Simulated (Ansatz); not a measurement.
# Ta2NF2 monolayer: the cell at rest, part 2 of 2

Aim: bring Ta2NF2 monolayer to small forces and stress, as phonons need.

Ansatz 0.2.0; DFT PBE, scalar-relativistic, plane waves, PAW.

So far. Step 2 (Probe on a coarse mesh): The coarse mesh shows no gap.

## (5) Relaxing to small forces for the phonons

Phonons need a cell at rest on their own settings, so the relaxation is repeated with tight tolerances on forces and stress on the k mesh and occupations of the first response run.

input.yaml

```yaml
crystal:
  lattice:
    - [3.3043324525, 0.0, 0.0]
    - [-1.6521662263, 2.8616358464, 0.0]
    - [0.0, 0.0, 33.2]
  atoms:
    - { symbol: "N", position: [0.0, 0.0, 0.3012048193] }
    - { symbol: Ta, position: [0.3333333333, 0.6666666667, 0.3310306008] }
    - { symbol: Ta, position: [0.6666666667, 0.3333333333, 0.2713790378] }
    - { symbol: F, position: [0.6666666667, 0.3333333333, 0.3711350399] }
    - { symbol: F, position: [0.3333333333, 0.6666666667, 0.2312745987] }
  periodic: [true, true, false]
kpoints:
  mp_grid: { grid: [12, 12, 1] }
hamiltonian:
  xc: pbe
scf:
  occupations: { method: methfessel_paxton, width: 0.15 }
output:
  forces: true
  stress: true
  eigenvalues: true
  write_density: true
  write_potential: true
  elf: true
  volumetric_format: npy
relax:
  adjacent_minimum: "off"
  f_tol: 0.001
  max_steps: 60
  cell: { stress_2d_tol: 0.002 }
```

Launch:

```sh
> ansatz run input.yaml --threads 8 --pin off --max-ram 14336MiB --backend cpu --events-out ev --progress --plain --runs-dir out
```

Numbers of over 12 decimals in the logs are rounded to 6 here.

Output:

```text
[...]
Crystal: 5 atoms, lattice volume = 313.932 Å³
Basis set: ecut = 420 eV, 6243 PW (Γ), exchange–correlation on 48×48×450 points (8 copies of the dense FFT grid, shifted against one another)
Bands: 28, of which v1, the nominal top of the filled ones, is band 23 counted from 1 (22 counted from 0)
Symmetry: 12 space group operations
[...]
k-points: 19 of 144
[...]
cell:  # Å, volume = 313.6118 Å³
    - [3.302645, 2.8852863426721292e-11, 0]
    - [-1.651322, 2.860174, 0]
    - [0, 0, 33.2]
  atoms:
    - { symbol: N, position: [0, 0, 0.301205] }
    - { symbol: Ta, position: [0.333333, 0.666667, 0.331064] }
    - { symbol: Ta, position: [0.666667, 0.333333, 0.271346] }
    - { symbol: F, position: [0.666667, 0.333333, 0.371200] }
    - { symbol: F, position: [0.333333, 0.666667, 0.231209] }
[key lines of the parts left out:]
SCF converged after 9 iterations
Free energy (F): -21867.243129 eV
Fermi energy:    -3.644234 eV
P = ½ c Tr σ = -0.0004 N/m
```

The job ended after 14 s (8 threads of Arm Neoverse V2, shared host; peak memory 0.89 GiB).

Little changed from the start: no atom moved by 0.005 Å and no cell edge by 0.1 %.

This step gave:

```yaml
area_per_atom: 1.889 Å²
```

Electrostatic potential energy in the ac plane at fractional y = 0.333, with atoms of Ta and F within 0.2 Å of it. With pseudopotentials it is smooth inside the atoms' cores, unlike the true potential.

Values in eV, 24 rows by 14 columns, each cell a mean:
```
  0   0   0   0   0   0   0   0   0   0   0   0   0   0
  0   0   0   0   0   0   0   0   0   0   0   0   0   0
  0   0   0   0   0   0   0   0   0   0   0   0   0   0
  0   0   0   0   0   0   0   0   0   0   0   0   0   0
  0   0   0   0   0   0   0   0   0   0   0   0   0   0
  0   0   0   0   0   0   0   0   0   0   0   0   0   0
  0   0   0   0   0   0   0   0   0   0   0   0   0   0
  0   0   0   0   0   0   0   0   0   0   0   0   0   0
  0   0   0   0   0   0   0   0   0   0   0   0   0   0
  0   0   0   0   0   0   0   0   0   0   0   0   0   0
  0   0   0   0   0   0   0   0   0   0   0   0   0   0
  0   0   0   0   0   0   0   0   0   0   0   0   0   0
  0   0   0   0   0   0   0   0   0   0   0   0   0   0
  0   0   0   0   0   0   0   0   0   0   0   0   0   0
 -1  -1  -1  -1  -1  -1  -3  -8 -13 -15 -14 -11  -5  -1
-10 -12 -14 -13 -11  -9  -8 -13 -17 -18 -17 -16 -10  -8
-11 -13 -14 -14 -12 -10 -11 -12 -13 -14 -14 -13 -11 -10
-12  -7  -6  -6  -9 -18 -27 -30 -31 -31 -31 -31 -29 -23
 -3  -3  -2  -2  -3  -4  -5  -7  -8  -9  -9  -8  -6  -4
  0   0   0   0   0   0   0   0   0   0   0   0   0   0
  0   0   0   0   0   0   0   0   0   0   0   0   0   0
  0   0   0   0   0   0   0   0   0   0   0   0   0   0
  0   0   0   0   0   0   0   0   0   0   0   0   0   0
  0   0   0   0   0   0   0   0   0   0   0   0   0   0
```
Columns run along a (3.3 Å; values clipped at the 3rd and 97th percentile), rows up along c (33.2 Å). Atoms in or near the plane, at fractional coordinates: Ta at (0.67, 0.27), F at (0.67, 0.37).

ELF in the ac plane at fractional y = 0.333, with atoms of Ta and F within 0.2 Å of it. It is the smooth field of the valence electrons, not physical close to the nuclei.

Values, 24 rows by 14 columns, each cell a mean:
```
0.00 0.00 0.00 0.00 0.00 0.00 0.00 0.00 0.00 0.00 0.00 0.00 0.00 0.00
0.00 0.00 0.00 0.00 0.00 0.00 0.00 0.00 0.00 0.00 0.00 0.00 0.00 0.00
0.00 0.00 0.00 0.00 0.00 0.00 0.00 0.00 0.00 0.00 0.00 0.00 0.00 0.00
0.00 0.00 0.00 0.00 0.00 0.00 0.00 0.00 0.00 0.00 0.00 0.00 0.00 0.00
0.00 0.00 0.00 0.00 0.00 0.00 0.00 0.00 0.00 0.00 0.00 0.00 0.00 0.00
0.00 0.00 0.00 0.00 0.00 0.00 0.00 0.00 0.00 0.00 0.00 0.00 0.00 0.00
0.00 0.00 0.00 0.00 0.00 0.00 0.00 0.00 0.00 0.00 0.00 0.00 0.00 0.00
0.00 0.00 0.00 0.00 0.00 0.00 0.00 0.00 0.00 0.00 0.00 0.00 0.00 0.00
0.00 0.00 0.00 0.00 0.00 0.00 0.00 0.00 0.00 0.00 0.00 0.00 0.00 0.00
0.00 0.00 0.00 0.00 0.00 0.00 0.00 0.00 0.00 0.00 0.00 0.00 0.00 0.00
0.00 0.00 0.00 0.00 0.00 0.00 0.00 0.00 0.00 0.00 0.00 0.00 0.00 0.00
0.00 0.00 0.00 0.00 0.00 0.00 0.00 0.00 0.00 0.00 0.00 0.00 0.00 0.00
0.00 0.00 0.00 0.00 0.00 0.00 0.00 0.00 0.00 0.00 0.00 0.00 0.00 0.00
0.00 0.00 0.00 0.00 0.00 0.01 0.02 0.03 0.04 0.04 0.04 0.03 0.02 0.01
0.13 0.04 0.01 0.02 0.07 0.25 0.45 0.58 0.63 0.63 0.63 0.62 0.53 0.36
0.14 0.17 0.22 0.21 0.15 0.19 0.35 0.48 0.52 0.49 0.51 0.51 0.43 0.26
0.28 0.32 0.33 0.32 0.29 0.25 0.26 0.31 0.36 0.39 0.38 0.33 0.28 0.26
0.15 0.18 0.22 0.20 0.15 0.21 0.46 0.64 0.58 0.44 0.50 0.63 0.58 0.32
0.22 0.34 0.40 0.38 0.29 0.16 0.09 0.10 0.14 0.18 0.16 0.12 0.08 0.10
0.03 0.05 0.06 0.05 0.04 0.02 0.01 0.01 0.00 0.00 0.00 0.00 0.01 0.01
0.00 0.00 0.00 0.00 0.00 0.00 0.00 0.00 0.00 0.00 0.00 0.00 0.00 0.00
0.00 0.00 0.00 0.00 0.00 0.00 0.00 0.00 0.00 0.00 0.00 0.00 0.00 0.00
0.00 0.00 0.00 0.00 0.00 0.00 0.00 0.00 0.00 0.00 0.00 0.00 0.00 0.00
0.00 0.00 0.00 0.00 0.00 0.00 0.00 0.00 0.00 0.00 0.00 0.00 0.00 0.00
```
Columns run along a (3.3 Å), rows up along c (33.2 Å). Atoms in or near the plane, at fractional coordinates: Ta at (0.67, 0.27), F at (0.67, 0.37).

Valence density in the ac plane at fractional y = 0.333, with atoms of Ta and F within 0.2 Å of it. It is the smooth field of the valence electrons, not physical close to the nuclei.

Values in units of 1e0 e/Å³, 24 rows by 14 columns, each cell a mean:
```
0.0 0.0 0.0 0.0 0.0 0.0 0.0 0.0 0.0 0.0 0.0 0.0 0.0 0.0
0.0 0.0 0.0 0.0 0.0 0.0 0.0 0.0 0.0 0.0 0.0 0.0 0.0 0.0
0.0 0.0 0.0 0.0 0.0 0.0 0.0 0.0 0.0 0.0 0.0 0.0 0.0 0.0
0.0 0.0 0.0 0.0 0.0 0.0 0.0 0.0 0.0 0.0 0.0 0.0 0.0 0.0
0.0 0.0 0.0 0.0 0.0 0.0 0.0 0.0 0.0 0.0 0.0 0.0 0.0 0.0
0.0 0.0 0.0 0.0 0.0 0.0 0.0 0.0 0.0 0.0 0.0 0.0 0.0 0.0
0.0 0.0 0.0 0.0 0.0 0.0 0.0 0.0 0.0 0.0 0.0 0.0 0.0 0.0
0.0 0.0 0.0 0.0 0.0 0.0 0.0 0.0 0.0 0.0 0.0 0.0 0.0 0.0
0.0 0.0 0.0 0.0 0.0 0.0 0.0 0.0 0.0 0.0 0.0 0.0 0.0 0.0
0.0 0.0 0.0 0.0 0.0 0.0 0.0 0.0 0.0 0.0 0.0 0.0 0.0 0.0
0.0 0.0 0.0 0.0 0.0 0.0 0.0 0.0 0.0 0.0 0.0 0.0 0.0 0.0
0.0 0.0 0.0 0.0 0.0 0.0 0.0 0.0 0.0 0.0 0.0 0.0 0.0 0.0
0.0 0.0 0.0 0.0 0.0 0.0 0.0 0.0 0.0 0.0 0.0 0.0 0.0 0.0
0.0 0.0 0.0 0.0 0.0 0.0 0.0 0.0 0.0 0.0 0.0 0.0 0.0 0.0
0.1 0.0 0.0 0.0 0.0 0.1 0.3 0.9 2.2 3.4 2.9 1.5 0.5 0.2
0.3 0.3 0.4 0.4 0.3 0.3 0.5 1.1 2.6 3.9 3.3 1.8 0.7 0.3
0.5 0.6 0.6 0.6 0.5 0.4 0.4 0.5 0.7 0.8 0.8 0.6 0.4 0.4
0.3 0.3 0.2 0.2 0.3 0.5 1.4 2.8 3.7 3.8 3.8 3.3 2.1 0.9
0.1 0.2 0.2 0.2 0.2 0.1 0.1 0.1 0.2 0.3 0.2 0.2 0.1 0.1
0.0 0.0 0.0 0.0 0.0 0.0 0.0 0.0 0.0 0.0 0.0 0.0 0.0 0.0
0.0 0.0 0.0 0.0 0.0 0.0 0.0 0.0 0.0 0.0 0.0 0.0 0.0 0.0
0.0 0.0 0.0 0.0 0.0 0.0 0.0 0.0 0.0 0.0 0.0 0.0 0.0 0.0
0.0 0.0 0.0 0.0 0.0 0.0 0.0 0.0 0.0 0.0 0.0 0.0 0.0 0.0
0.0 0.0 0.0 0.0 0.0 0.0 0.0 0.0 0.0 0.0 0.0 0.0 0.0 0.0
```
Columns run along a (3.3 Å), rows up along c (33.2 Å). Atoms in or near the plane, at fractional coordinates: Ta at (0.67, 0.27), F at (0.67, 0.37).

The largest force component left is 0.100 meV/Å, within the tolerances set.

## (6) Outcome

```yaml
space_group_after_relaxation_within_0p01_a: P-3m1
lattice_constant_a: 3.303 Å
lattice_constant_b: 3.303 Å
area_per_atom: 1.89 Å²
```

What this shows: The largest force component left is 0.100 meV/Å, within the tolerances set. The relaxation keeps the symmetry of its start, so it says nothing on stability against lower symmetry. The runs are without spin polarisation, although the cell has an odd electron count. Spin-orbit coupling is left out, which can matter for the heavy elements here. The starting cell was built on a prototype and not taken from a measurement.

[Logs are printed without paths, hosts, clocks, repeated set-up lines and the standing remarks that a program may print on its own settings, such as how far it seeks lower states.]

[Hosts, paths, dates, database ids (printed as entryN), source tags and the programs' standing remarks are cut or masked in the printed files.]
